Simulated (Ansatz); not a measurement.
# Glassy 68SiO2-14MgO-11ZnO-7BaO (mol %): a series in density

How do energy, pressure, forces, levels, charges and cost follow the density?

Computed with Ansatz 0.2.0: Kohn-Sham DFT, LDA, PAW (set soft_2). Every run is a single point, with the atoms held where the recipe put them (cutoff of the plane-wave runs 420 eV, fermi-dirac smearing of 0.025 eV).

First member: 75 atoms (19 Si, 4 Mg, 3 Zn, 2 Ba, 47 O) placed at random at 2.53 g/cm³, melted at 4000 K for 10 ps at fixed volume with the Morse and Coulomb pair potential with partial charges (Pedone, Malavasi, Menziani, Cormack and Segre, J. Phys. Chem. B 110, 11780 (2006)). Quenched from 4000 K to 300 K at 25 K/ps and fixed volume, held 5 ps, then minimised at fixed cell.

Last member: 75 atoms (19 Si, 4 Mg, 3 Zn, 2 Ba, 47 O) placed at random at 3.37 g/cm³, melted at 4000 K for 10 ps at fixed volume with the Morse and Coulomb pair potential with partial charges (Pedone, Malavasi, Menziani, Cormack and Segre, J. Phys. Chem. B 110, 11780 (2006)). Quenched from 4000 K to 300 K at 25 K/ps and fixed volume, held 5 ps, then minimised at fixed cell.

The members:

| density (g/cm³) | reduced formula | atoms | valence electrons | k-mesh | basis | density (g/cm³) |
| --- | --- | --- | --- | --- | --- | --- |
| 2.53 | Ba2Mg4Zn3Si19O47 | 75 | 454 | 1×1×1 | plane waves | 2.53 |
| 2.67 | Ba2Mg4Zn3Si19O47 | 75 | 454 | 1×1×1 | plane waves | 2.67 |
| 2.811 | Ba2Mg4Zn3Si19O47 | 75 | 454 | 1×1×1 | plane waves | 2.81 |
| 2.98 | Ba2Mg4Zn3Si19O47 | 75 | 454 | 1×1×1 | plane waves | 2.98 |
| 3.148 | Ba2Mg4Zn3Si19O47 | 75 | 454 | 1×1×1 | plane waves | 3.15 |
| 3.373 | Ba2Mg4Zn3Si19O47 | 75 | 454 | 1×1×1 | plane waves | 3.37 |

Each cell is one sample from a classical run, so sample-to-sample scatter enters every column.

The input of the first member, without its atom lines; other members have their own cell and atoms, and may differ in mesh, basis and outputs:

```yaml
crystal:
  lattice:
    - [10.6753, 0.0, 0.0]
    - [0.0, 10.6753, 0.0]
    - [0.0, 0.0, 10.6753]
  atoms:
    [... 75 lines ...]
kpoints:
  mp_grid: { grid: [1, 1, 1] }
hamiltonian:
  xc: lda
scf:
  occupations: { method: fermi_dirac, width: 0.025 }
output:
  forces: true
  stress: true
  populations: true
  dos:
    method: { smearing: { sigma: 0.08 } }
    de: 0.1
    projected: { site_lists: { Ba: [Ba], Mg: [Mg], O: [O], Si: [Si], Zn: [Zn] } }
  eigenvalues: true
  write_density: true
  write_potential: true
  volumetric_format: npy
```

Results; charges are mean Löwdin charges in e:

| density (g/cm³) | energy less the first member's (meV/atom) | pressure (GPa) | r.m.s. force (eV/Å) | gap (eV) | q(Mg) | q(Ba) | q(Si) |
| --- | --- | --- | --- | --- | --- | --- | --- |
| 2.53 | 0.0 | -4.76 | 0.826 | 2.14 | +1.63 | +1.84 | +1.69 |
| 2.67 | -13.7 | -4.94 | 0.819 | 2.58 | +1.63 | +1.83 | +1.69 |
| 2.811 | -31.4 | -4.79 | 0.726 | 2.38 | +1.60 | +1.84 | +1.69 |
| 2.98 | -61.3 | -3.52 | 0.769 | 3.08 | +1.61 | +1.83 | +1.69 |
| 3.148 | -66.8 | -3.84 | 0.845 | 2.85 | +1.61 | +1.82 | +1.67 |
| 3.373 | -51.8 | -1.70 | 0.868 | 2.69 | +1.60 | +1.85 | +1.67 |

The gap is that between the highest filled and lowest empty Kohn-Sham level on the run's k-points; tail or defect levels can set it. Atoms aren't relaxed at this level, so pressure against density here is no equation of state. The projection misses up to 0.076 e an atom, so the charges add up to more than the cell's charge.

Cost on 8 threads of Arm Neoverse V2, shared host:

| density (g/cm³) | atoms | basis | k-mesh | SCF cycles | time | host memory (GiB) |
| --- | --- | --- | --- | --- | --- | --- |
| 2.53 | 75 | plane waves | 1×1×1 | 11 | 8.4 s | 1.4 |
| 2.67 | 75 | plane waves | 1×1×1 | 10 | 7.5 s | 1.3 |
| 2.811 | 75 | plane waves | 1×1×1 | 10 | 7.1 s | 1.3 |
| 2.98 | 75 | plane waves | 1×1×1 | 10 | 6.9 s | 1.2 |
| 3.148 | 75 | plane waves | 1×1×1 | 10 | 6.5 s | 1.2 |
| 3.373 | 75 | plane waves | 1×1×1 | 10 | 6.3 s | 1.2 |

Times include the outputs that each run asked for, on hosts shared with other jobs.

What the series shows: The energy against the first member is lowest at 3.15 g/cm³ (-66.8 meV/atom) and highest at 2.53 g/cm³ (0.0 meV/atom), falling overall but not at every step; each member is a single configuration. The gap is lowest at 2.53 g/cm³ (2.14 eV) and highest at 2.98 g/cm³ (3.08 eV); in single samples it varies with the configuration. The pressure is lowest at 2.67 g/cm³ (-4.9 GPa) and highest at 3.37 g/cm³ (-1.7 GPa), rising overall but not at every step.

**Limits.** Spin–orbit coupling is left out, which matters for the levels of the heavy elements. The quench rate of 25 K/ps is orders of magnitude faster than experiment, which tends to freeze in extra defects. The network of bonds at the start is that of the classical potential that made the cell, and needn't be the one that DFT or experiment would give. The cells aren't relaxed by DFT, which could reorder their energies.

[Logs are printed without paths, hosts, clocks, repeated set-up lines and the standing remarks that a program may print on its own settings, such as how far it seeks lower states.]

[Hosts, paths, dates, database ids (printed as entryN), source tags and the programs' standing remarks are cut or masked in the printed files.]
